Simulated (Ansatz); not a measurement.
# Ta2CF2 monolayer: following an unstable mode

Wanted: the energy along a soft mode of Ta2CF2 monolayer and the structure at the end.

Calculated with Ansatz 0.2.0; DFT PBEsol, scalar-relativistic, plane waves, PAW.

**1. The starting structure**

The cell holds 5 atoms: 1 C, 2 Ta and 2 F. Its edges and angles: a = 3.166 Å, b = 3.166 Å, c = 33.200 Å, α = 90.0°, β = 90.0°, γ = 120.0°. Vacuum lies along c.

**2. Response at finite wavevector**

The cell comes from relaxations at this level that are not shown. Stability and thermal properties need the whole zone. Linear response on a 4×4×1 q mesh gives force constants as far as a supercell of that size would.

Contents of input.yaml:

```yaml
crystal:
  lattice:
    - [3.1663041994, 0.0, 0.0]
    - [-1.5831520997, 2.7420998728, 0.0]
    - [0.0, 0.0, 33.2]
  atoms:
    - { symbol: C, position: [0.0, 0.0, 0.3012048193] }
    - { symbol: Ta, position: [0.3333333333, 0.6666666667, 0.3340003458] }
    - { symbol: Ta, position: [0.6666666667, 0.3333333333, 0.2684092927] }
    - { symbol: F, position: [0.6666666667, 0.3333333333, 0.3757248738] }
    - { symbol: F, position: [0.3333333333, 0.6666666667, 0.2266847648] }
  periodic: [true, true, false]
kpoints:
  mp_grid: { grid: [20, 20, 1] }
hamiltonian:
  xc: pbesol
scf:
  occupations: { method: methfessel_paxton, width: 0.15 }
output:
  eigenvalues: true
phonons:
  method: dfpt
  qmesh: [4, 4, 1]
  temperatures: { t_max: 1000, t_step: 50 }
  qpath:
    path:
      - [0.0, 0.0, 0.0]
      - [0.5, 0.0, 0.0]
      - [0.33333333, 0.33333333, 0.0]
      - [0.0, 0.0, 0.0]
    npoints: 10
```

The run is started by

```
ansatz run input.yaml --threads 8 --pin off --max-ram 14336MiB --backend cpu --events-out ev --progress --plain --runs-dir out
```

Numbers of over 12 decimals in the logs are rounded to 6 here.

The program printed:

```text
Warning: crystal.symmetry: narrowed to the stabiliser of the run's FFT grids — unitary ops 12 → 6. A phonons.method: dfpt run fills in the rows of the dynamical matrix that it does not solve by its symmetry operations, which is exact only for operations that map its FFT grids onto themselves: filled in by any other, the frequencies could depend on the order in which like atoms are typed, or, by more than the grids' own error, on where the crystal sits among the grids' points. Excluded: 6 operations. The run can therefore solve more perturbations, solve them on more k-points, or both, and cost more. [rest of the remark cut]
Engine: ansatz 0.2.0, aarch64-unknown-linux-gnu
Pseudopotentials: kind: paw
Pseudopotential: C, paw, valence charge 4, recommended cutoff 420 eV (normal), C.paw.azcp
Pseudopotential: Ta, paw, valence charge 13, recommended cutoff 420 eV (normal), Ta.paw.azcp
Pseudopotential: F, paw, valence charge 7, recommended cutoff 420 eV (normal), F.paw.azcp
Functional definition: PBEsol
  exchange = pbesol_x
  correlation = pbesol_c
Crystal: 5 atoms, lattice volume = 288.253 Å³
Basis set: ecut = 420 eV, 5583 PW (Γ), exchange–correlation on 48×48×450 points (8 copies of the dense FFT grid, shifted against one another)
Bands: 27, of which v1, the nominal top of the filled ones, is band 22 counted from 1 (21 counted from 0)
Symmetry: 12 space group operations
k-points: 44 of 400 (irreducible under 6 space group operations, time reversal used)
Non-local potential: C, projectors of the file, l = 0: 2, l = 1: 2, l = 2: 1
Non-local potential: Ta, projectors of the file, l = 0: 3, l = 1: 2, l = 2: 2, l = 3: 1
Non-local potential: F, projectors of the file, l = 0: 2, l = 1: 2, l = 2: 1
PAW form: soft (Blöchl's): semilocal exchange-correlation on the pseudo side does not see the compensation charge
PAW frozen core: C, regenerated for the run's functional, and the local potential with it (the file was generated under x = pbe(κ = 0.804, μ = 0.219515), c = pbe(β = 0.066725))
PAW frozen core: Ta, regenerated for the run's functional, and the local potential with it (the file was generated under x = pbe(κ = 0.804, μ = 0.219515), c = pbe(β = 0.066725))
PAW frozen core: F, regenerated for the run's functional, and the local potential with it (the file was generated under x = pbe(κ = 0.804, μ = 0.219515), c = pbe(β = 0.066725))
PAW one-centre angular grid: C, 110 points (default); XC on 64 Gauss nodes
PAW one-centre angular grid: Ta, 590 points (default); XC on 64 Gauss nodes
PAW one-centre angular grid: F, 110 points (default); XC on 64 Gauss nodes
Initial density: superposition of atomic densities (neutral atoms: chi_scale 0, normalization atom), corrected by the library's trained network
Initial wavefunctions: pseudopotential atomic-orbital guess
Functional: x = pbesol(κ = 0.804, μ = 0.123457), c = pbesol(β = 0.046)
SCF iter   1: F=—  HF=-21463.063256 eV  |F-HF|=—  |Δ(HF+E_count)|=         —  Δρ=7.91e-3  dr2=2.54e-1  ethr=1.77e-3  ⟨swp⟩=10.7  Hψ=8840  notcnv=0
preconditioner: auto → LDOS  [metal: Δε(μ)=0.084 eV  Ē_g=8.533 eV  σ=0.150 eV  W_gap=0.44  n_scr=20 (ndim 8)  ℏωp=10.7 eV  f_vac=0.773  D(μ)=0.86/eV (n_scr^D=6)  β→1.0]
SCF iter   2: F=—  HF=-21463.044543 eV  |F-HF|=—  |Δ(HF+E_count)|=   1.87e-2  S|Δr|=    0.00e0  Δρ=8.16e-3  dr2=1.65e-1  ethr=5.78e-4  ⟨swp⟩=4.0  Hψ=2970  notcnv=0  defer=23
SCF iter   3: F=—  HF=-21463.003943 eV  |F-HF|=—  |Δ(HF+E_count)|=   4.06e-2  S|Δr|=    0.00e0  Δρ=1.36e-3  dr2=3.24e-3  ethr=3.75e-4  ⟨swp⟩=2.6  Hψ=2236  notcnv=0  defer=22
SCF iter   4: F=—  HF=-21463.002757 eV  |F-HF|=—  |Δ(HF+E_count)|=   1.19e-3  S|Δr|=    0.00e0  Δρ=3.15e-4  dr2=2.89e-4  ethr=7.37e-6  ⟨swp⟩=4.2  Hψ=3299  notcnv=0  defer=22
SCF iter   5: F=—  HF=-21463.002737 eV  |F-HF|=—  |Δ(HF+E_count)|=   1.96e-5  S|Δr|=    0.00e0  Δρ=1.02e-4  dr2=2.15e-5  ethr=6.56e-7  ⟨swp⟩=3.5  Hψ=2657  notcnv=0  defer=22
SCF iter   6: F=—  HF=-21463.002744 eV  |F-HF|=—  |Δ(HF+E_count)|=   6.70e-6  S|Δr|=    0.00e0  Δρ=2.83e-5  dr2=1.63e-6  ethr=4.88e-8  ⟨swp⟩=3.1  Hψ=2381  notcnv=0  defer=22
SCF iter   7: F=—  HF=-21463.002573 eV  |F-HF|=—  |Δ(HF+E_count)|=   1.71e-4  S|Δr|=    0.00e0  Δρ=6.33e-6  dr2=6.97e-8  ethr=3.70e-9  ⟨swp⟩=3.7  Hψ=2678  notcnv=0  defer=22
SCF iter   8: F=—  HF=-21463.002573 eV  |F-HF|=—  |Δ(HF+E_count)|=   1.84e-7  S|Δr|=    0.00e0  Δρ=1.31e-6  dr2=4.52e-9  ethr=1.58e-10  ⟨swp⟩=3.3  Hψ=2682  notcnv=0  defer=22
SCF iter   9: F=—  HF=-21463.002573 eV  |F-HF|=—  |Δ(HF+E_count)|=   2.06e-8  S|Δr|=    0.00e0  Δρ=2.32e-7  dr2=2.12e-10  ethr=1.03e-11  ⟨swp⟩=3.8  Hψ=2889  notcnv=0  defer=22
SCF iter  10: F=-21463.002573 eV  HF=-21463.002573 eV  |F-HF|=1.60e-10  |Δ(HF+E_count)|=  1.93e-10  S|Δr|=    0.00e0  Δρ=4.14e-8  dr2=4.79e-12  ethr=1.00e-12  ⟨swp⟩=17.1  Hψ=12015  notcnv=0
SCF 1 converged in 10 iterations: F = -21463.002573 eV  dr2 = 4.79e-12
  greatest PAW one-centre occupation: 1.000 electrons in one spin orbital (limit 2), on the Ta atom at site 2 (counted from 0), in its partial waves of l = 0
phonons: the bands overlap, so this run is a metal and interpolates without the dipole-dipole term. If the crystal is really an insulator or semiconductor, its LO-TO splitting is missing
NSCF: frozen V_eff on 44 k-points
WARN: eigensolver did not converge (k=6): 1 band(s) unlocked after 2 eigensolves, warm-restarted (20 sweeps on the last) at ethr=1.41e-12 eV (storage-precision floor; scheduled 1.00e-12 eV) (lowest unlocked band 26, counted from 0; max residual 9.79e-6 eV among the unlocked bands, 9.79e-6 eV over every band; other slots of this pass that fall short are told together in one closing line; warning suppressed until the next SCF loop or pass starts)
WARN: eigensolver did not converge in 6 slots of this pass, the one above among them; of largest residual over every band (k=27): 1 band(s) unlocked (lowest unlocked band 26, counted from 0; max residual 6.14e-5 eV among the unlocked bands, 6.14e-5 eV over every band); of lowest unlocked band (k=6): band 26
NSCF: frozen V_eff on 111 k-points
DFPT response loops at q = (0, 0, 0) (fractional): preconditioner auto → none (partly filled bands, converged f_vac=0.777); β = 0.50; Broyden in place of MSR1
NSCF: frozen V_eff on 420 k-points
DFPT response loops at q = (0, 0.25, 0) (fractional): mixed as the last ones told, above
NSCF: frozen V_eff on 222 k-points
DFPT response loops at q = (0, -0.5, 0) (fractional): mixed as the last ones told, above
NSCF: frozen V_eff on 800 k-points
DFPT response loops at q = (0.25, 0.25, 0) (fractional): mixed as the last ones told, above
SCF converged after 10 iterations
Stability not checked: this state was not tested for a lower state beside it, because cold or Methfessel-Paxton smearing, or corrected tetrahedra, fill the levels in a way that the test cannot read (fill_not_monotonic; see scf.lower_state_search)
Free energy (F): -21463.002573 eV
Harris-Foulkes:  -21463.002573 eV  (|F-HF|=1.60e-10)
Internal energy: -21463.003816 eV  (E = F + TS)
E sigma→0 (E₀):  -21463.002884 eV
Entropy (-TS):   0.001243 eV (0.249 meV/atom)
Fermi energy:    -3.685776 eV
--- Per-component energies (eV) ---
  E_band       = -1138.001072
  E_kinetic    = 1240.147229
  E_local      = -130566.107898  (includes V_loc(G=0)·N_el)
  E_nonlocal   = 210.537140
  E_hartree    = 64509.767507
  E_xc         = -640.858858
  E_vxc        = -672.248928  (∫ρ·V_xc dr)
  E_paw        = -17028.467148  (= ΣΔE_a)
  E_vpaw       = -369.868162  (= ΣTr[D̂ρ^β])
  E_aug_tail   = 0.004339  (compensation charges beyond the density's cutoff)
  E_ewald      = 60811.440593
  E_core_change = 0.533279  (= ΣΔE_core)
  E_smearing   = 0.001243  (= −TS)
  E_closure    = -0.000000  (closes the sum)
  Σ components = -21463.002573   (vs F -21463.002573, Δ=0.00e0)
--- Band table (eV; the first three rows and the last of 44) ---
  k-point 0: bands = [... 18 lower, -8.9212, -8.9212, -5.4995, -5.4995, -4.3495, -3.1771, -2.3662, -2.3662, ... 1 higher]
  k-point 1: bands = [... 18 lower, -9.0084, -8.9350, -5.5956, -5.4386, -4.3349, -3.0421, -2.4746, -2.3697, ... 1 higher]
  k-point 2: bands = [... 18 lower, -9.2264, -8.9679, -5.8398, -5.2601, -4.2959, -2.8260, -2.5705, -2.4425, ... 1 higher]
  k-point 43: bands = [... 18 lower, -9.8955, -8.8504, -5.1004, -4.4607, -4.0488, -1.7234, -1.6397, -1.4163, ... 1 higher]
--- Phonons (Γ-DFPT): 10 representative perturbations + reference (Σ response iterations 46) ---
  ASR residual: 5.097e-5 → 0.000e0 eV/Å²; symmetrization residual: 5.414e-6 eV/Å²
  The last average, over the group as it would stand without the narrowing to the FFT grids, took up to 4.507e-6 eV/Å² of the zone centre's force constants
  ASR residual per site (eV/Å²): 1.67e-5 5.10e-5 4.21e-5 1.99e-5 1.95e-5
  Γ frequencies (cm⁻¹): 0.00 0.00 0.00 153.41 153.41 181.37 181.37 200.62 200.62 207.83 390.94 423.44 585.74 791.33 791.33
--- Phonons (arbitrary-q DFPT): 4 irreducible q on the 4×4×1 mesh ---
  q = [0.0000, 0.0000, 0.0000] (star 1, of the zone-centre solve; hermiticity 3.47e-7, symmetrization 2.47e-14, taken by the last average 1.44e-7): -0.00 -0.00 0.00 153.41 153.41 181.37 181.37 200.62 200.62 207.83 390.94 423.44 585.74 791.33 791.33
  q = [0.0000, 0.2500, 0.0000] (star 6, 15 solved perturbations on 210 of 400 k-point pairs; hermiticity 3.82e-7, symmetrization 4.03e-11, taken by the last average 1.67e-7): 38.30 65.85 89.94 127.75 140.86 180.64 195.85 197.62 199.50 216.30 353.14 361.86 603.30 784.48 790.71
  q = [0.0000, -0.5000, 0.0000] (star 3, 15 solved perturbations on 111 of 400 k-point pairs; hermiticity 4.72e-7, symmetrization 3.02e-11, taken by the last average 1.71e-7): -82.04 81.74 136.28 142.05 149.25 183.84 193.40 196.89 200.99 218.65 317.11 346.22 624.76 770.49 786.66
  q = [0.2500, 0.2500, 0.0000] (star 6, 10 solved perturbations in 3050 linear systems a pass and spin channel, the states on 400 of 400 k-point pairs; hermiticity 4.73e-7, symmetrization 3.71e-11, taken by the last average 1.67e-7): -73.61 73.77 125.84 137.26 149.95 181.35 184.20 201.66 202.35 212.42 331.92 334.91 622.87 773.77 786.92
  sum rule: each row above includes the acoustic sum rule's correction from the zone centre's row sums; it moved no ω² by more than (0.62 cm⁻¹)²
  mesh force constants: q→R imaginary residual 6.51e-18; ASR residual 5.097e-5 → 0.000e0 eV/Å²; symmetrization residual 2.842e-14 eV/Å²
  interpolated dispersion: 31 rows × 15 modes
  density of states and harmonic sums: on the 24×24×1 q-mesh, interpolated from the force constants of a 4×4×1 supercell (no non-analytic term)
  largest difference from the sums on the solved wave vectors: F 4.79e-2 eV, S 5.48e-5 and C_V 9.30e-6 eV/K
  zero-point energy: 0.268119 eV/cell   skipped modes (ω ≤ 0): 42, of them read as no rigid motion or as one in doubt: 39 (6.649e-1 modes/cell left out, lowest -82.04 cm⁻¹)   left out of the sums: 4.47e-2 of the cell's modes: C_V's classical limit lies that fraction below 3 k_B per atom; for a crystal, a wire or a layer, F and S can be off by more, and a phonons.interpolated_qmesh denser along its periods is the remedy for the sampling
```

Wall time 19 min (8 threads of Arm Neoverse V2, shared host); peak memory 5.9 GiB; 2.5 h of CPU time.

In the SCF lines HF is the Harris–Foulkes energy and dr2 the Hartree energy of the density residual, in eV; the loop may stop once dr2 is under the threshold and the program's other checks hold. Hψ counts applications of the Hamiltonian.

This step gave:

| Item | Value |
| --- | --- |
| gap on the k-mesh | 0 eV |
| sum-rule residual before enforcement | 5.10e-5 eV/Å² |
| lowest frequency on the path | -82.04 cm⁻¹ |
| point group | -3m |
| highest frequency on the path or at a solved wavevector | 791.8 cm⁻¹ |
| area per atom | 1.736 Å² |
| highest optical mode at the zone centre (no LO-TO term) | 791.3 cm⁻¹ |
| lowest optical zone-centre mode | 153.4 cm⁻¹ |
| lowest mode on the q mesh (acoustic modes at Γ apart) | -82.04 cm⁻¹ |

Frequencies (cm⁻¹) solved at each irreducible wavevector; negative means imaginary. Frequencies by wavevector, by row:

```tsv
q in reciprocal lattice units	star	mode 1	mode 2	mode 3	mode 4	mode 13	mode 14	mode 15
0 0 0	1	0	0	0	153.4	585.7	791.3	791.3
0 0.25 0	6	38.3	65.8	89.9	127.8	603.3	784.5	790.7
0 -0.5 0	3	-82	81.7	136.3	142.1	624.8	770.5	786.7
0.25 0.25 0	6	-73.6	73.8	125.8	137.3	622.9	773.8	786.9
```

Interpolated from a 4×4×1 q mesh. Phonon branches along the path, in cm⁻¹:

```tsv
point	branch 1	branch 2	branch 3	branch 4	branch 12	branch 13	branch 14	branch 15
Γ	0	0	0	153	423	586	791	791
halfway	38	66	90	128	362	603	784	791
M	-82	82	136	142	346	625	770	787
halfway	-65	63	127	146	337	626	772	785
K	-19	84	84	154	331	628	778	778
halfway	-27	62	110	121	351	608	781	791
Γ	0	0	0	153	423	586	791	791
```

Symmetry leaves 4 wavevectors to solve. The lowest mode among them, the acoustic zeros apart, lies at q = (0, -0.5, 0) and is imaginary, 82.0i cm⁻¹, so the energy falls along it.

**3. The mode frozen in, largest atomic shift 0 Å**

The mode followed lies at q = (0, -0.5, 0) with frequency 82.0i cm⁻¹, the softest among the wavevectors solved. At small amplitude the distorted cell has space group no. 11 by a symmetry search on the positions. The undistorted cell that holds it gives the zero of energy on the same k mesh.

System of this step: Ta2CF2 monolayer. The cell holds 10 atoms: 2 C, 4 Ta and 4 F. Cell: a = 3.166 Å, b = 5.484 Å, c = 33.200 Å, α = 90.0°, β = 90.0°, γ = 90.0°. It derives from Ta2CF2. Vacuum lies along c.

Contents of input.yaml:

```yaml
crystal:
  lattice:
    - [3.1663041994, 0.0, 0.0]
    - [0.0, 5.4841997456, 0.0]
    - [0.0, 0.0, 33.2]
  atoms:
    - { symbol: C, position: [0.0, 0.0, 0.3012048193] }
    - { symbol: C, position: [0.5, 0.5, 0.3012048193] }
    - { symbol: Ta, position: [0.0, 0.3333333333, 0.3340003458] }
    - { symbol: Ta, position: [0.5, 0.8333333333, 0.3340003458] }
    - { symbol: Ta, position: [0.5, 0.1666666667, 0.2684092927] }
    - { symbol: Ta, position: [1.0, 0.6666666667, 0.2684092927] }
    - { symbol: F, position: [0.5, 0.1666666667, 0.3757248738] }
    - { symbol: F, position: [1.0, 0.6666666667, 0.3757248738] }
    - { symbol: F, position: [0.0, 0.3333333333, 0.2266847648] }
    - { symbol: F, position: [0.5, 0.8333333333, 0.2266847648] }
  periodic: [true, true, false]
kpoints:
  mp_grid: { grid: [12, 8, 1] }
hamiltonian:
  xc: pbesol
scf:
  occupations: { method: methfessel_paxton, width: 0.15 }
output:
  forces: true
  stress: true
  eigenvalues: true
```

The program printed:

```text
[...]
Crystal: 10 atoms, lattice volume = 576.506 Å³
Basis set: ecut = 420 eV, 11255 PW (Γ), exchange–correlation on 48×80×450 points (8 copies of the dense FFT grid, shifted against one another)
Bands: 54, of which v1, the nominal top of the filled ones, is band 44 counted from 1 (43 counted from 0)
Symmetry: 8 space group operations
[...]
k-points: 35 of 96
[...]
k-point 1: bands = [... 40 lower, -7.7738, -5.6448, -5.4031, -4.3254, -2.9750, -2.5464, -2.5196, -2.3743, ... 6 higher]
  k-point 2: bands = [... 40 lower, -7.5749, -5.9941, -5.1284, -4.2691, -3.2020, -2.8736, -2.8339, -2.4993, ... 6 higher]
  k-point 34: bands = [... 40 lower, -7.8430, -7.8430, -2.1774, -2.1774, -1.9906, -1.9906, -1.8705, -1.8705, ... 6 higher]
  ° read free of the cell's end (the report's vacuum.weakly_bound_levels)
[key lines of the parts left out:]
SCF converged after 8 iterations
Free energy (F): -42926.011036 eV
Fermi energy:    -3.688032 eV
P = ½ c Tr σ = -0.0537 N/m
```

It took 12 s on 8 threads; peak memory 2.2 GiB.

This step gave:

* energy from the undistorted cell: 0 meV/atom

**4. The mode frozen in, largest atomic shift 0.14 Å**

The atoms are moved along the unstable eigenvector, the largest shift by 0.14 Å, with the cell fixed.

Contents of input.yaml:

```yaml
crystal:
  lattice:
    - [3.1663041994, 0.0, 0.0]
    - [0.0, 5.4841997456, 0.0]
    - [0.0, 0.0, 33.2]
  atoms:
    - { symbol: C, position: [0.0, 0.0043305522, 0.3053605678] }
    - { symbol: C, position: [0.5, 0.4956694478, 0.2970490707] }
    - { symbol: Ta, position: [0.0, 0.3472871605, 0.3336054546] }
    - { symbol: Ta, position: [0.5, 0.8193795062, 0.334395237] }
    - { symbol: Ta, position: [0.5, 0.1527128395, 0.2688041839] }
    - { symbol: Ta, position: [1.0, 0.6806204938, 0.2680144015] }
    - { symbol: F, position: [0.5, 0.1666954446, 0.373556134] }
    - { symbol: F, position: [1.0, 0.6666378887, 0.3778936135] }
    - { symbol: F, position: [0.0, 0.3333045554, 0.2288535045] }
    - { symbol: F, position: [0.5, 0.8333621113, 0.224516025] }
  periodic: [true, true, false]
kpoints:
  mp_grid: { grid: [12, 8, 1] }
hamiltonian:
  xc: pbesol
scf:
  occupations: { method: methfessel_paxton, width: 0.15 }
output:
  forces: true
  stress: true
  eigenvalues: true
  write_density: true
  write_potential: true
  elf: true
  volumetric_format: npy
```

The program printed:

```text
[...]
Crystal: 10 atoms, lattice volume = 576.506 Å³
Basis set: ecut = 420 eV, 11255 PW (Γ), exchange–correlation on 48×80×450 points (8 copies of the dense FFT grid, shifted against one another)
Bands: 54, of which v1, the nominal top of the filled ones, is band 44 counted from 1 (43 counted from 0)
Symmetry: 4 space group operations
[...]
k-points: 35 of 96
[...]
k-point 1: bands = [... 40 lower, -7.8057, -5.6193, -5.4530, -4.4306, -3.0991, -2.9540, -2.5451, -2.5194, ... 6 higher]
  k-point 2: bands = [... 40 lower, -7.6493, -5.9727, -5.2047, -4.4166, -3.5712, -2.9843, -2.7643, -2.5952, ... 6 higher]
  k-point 34: bands = [... 40 lower, -7.7411, -7.7411, -2.5014, -2.5014, -2.1166, -2.1166, -1.9444, -1.9444, ... 6 higher]
  ° read free of the cell's end (the report's vacuum.weakly_bound_levels)
[key lines of the parts left out:]
SCF converged after 8 iterations
Free energy (F): -42926.043599 eV
Fermi energy:    -3.871183 eV
P = ½ c Tr σ = -0.7976 N/m
```

Elapsed: 15 s, on 8 threads; peak memory 2.2 GiB.

Numbers from this step:

| Property | Result |
| --- | --- |
| energy from the undistorted cell | -3.313 meV/atom |

The energy, extrapolated to zero smearing, is -3.31 meV/atom against the undistorted cell.

**5. Energy along the mode, all amplitudes (two of the runs are shown above)**

An imaginary frequency means negative curvature, so the energy should fall and then rise again as anharmonic terms take over.

Numbers from this step:

| Quantity | Value |
| --- | --- |
| depth at the lowest point sampled | 3.313 meV/atom |
| largest atomic shift at that point | 0.14 Å |

Energy from the parent against largest atomic shift:

```tsv
largest atomic shift (Å)	energy from the parent (meV/atom)
0.000	0
0.040	-0.466
0.080	-1.62
0.140	-3.31
0.220	1.92
0.320	35.0
```

Displacement at unit largest shift by atom:

```tsv
atom	x (Å)	y (Å)	z (Å)	size
C1	0.00	0.17	0.99	1.00
C2	0.00	-0.17	-0.99	1.00
Ta3	0.00	0.55	-0.09	0.56
Ta4	0.00	-0.55	0.09	0.56
Ta5	0.00	-0.55	0.09	0.56
Ta6	0.00	0.55	-0.09	0.56
F7	0.00	0.00	-0.51	0.51
F8	0.00	0.00	0.51	0.51
F9	0.00	0.00	0.51	0.51
F10	0.00	0.00	-0.51	0.51
```

The lowest of the steps tried is at 0.14 Å, 3.31 meV/atom below the parent; the bottom of the well need not coincide with a step.

(Part 1 of 2 ends here.)

[Logs are printed without paths, hosts, clocks, repeated set-up lines and the standing remarks that a program may print on its own settings, such as how far it seeks lower states.]

[Hosts, paths, dates, database ids (printed as entryN), source tags and the programs' standing remarks are cut or masked in the printed files.]
